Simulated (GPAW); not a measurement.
Reflectivity of Ti (P6_3/mmc) at normal incidence (GPAW, PBE, RPA, without spin-orbit coupling, line width 0.15 eV (Lorentzian), carrier damping 0.05 eV):

```tsv
E (eV)	R (%)
1.00	57.9
1.25	56.4
1.50	56.0
1.75	57.2
2.00	58.2
2.25	58.4
2.50	56.9
2.75	54.3
3.00	51.2
3.25	52.1
3.50	53.0
3.75	54.2
4.00	59.2
4.25	63.3
4.50	66.6
4.75	65.3
5.00	62.3
```

Question: What colour would a polished face show in daylight?

Answer: Light grey: CIE x = 0.320, y = 0.336, luminous reflectivity 57 % under D65, from the mean over the axes.

[Logs are printed without paths, hosts, clocks, repeated set-up lines and the standing remarks that a program may print on its own settings, such as how far it seeks lower states.]
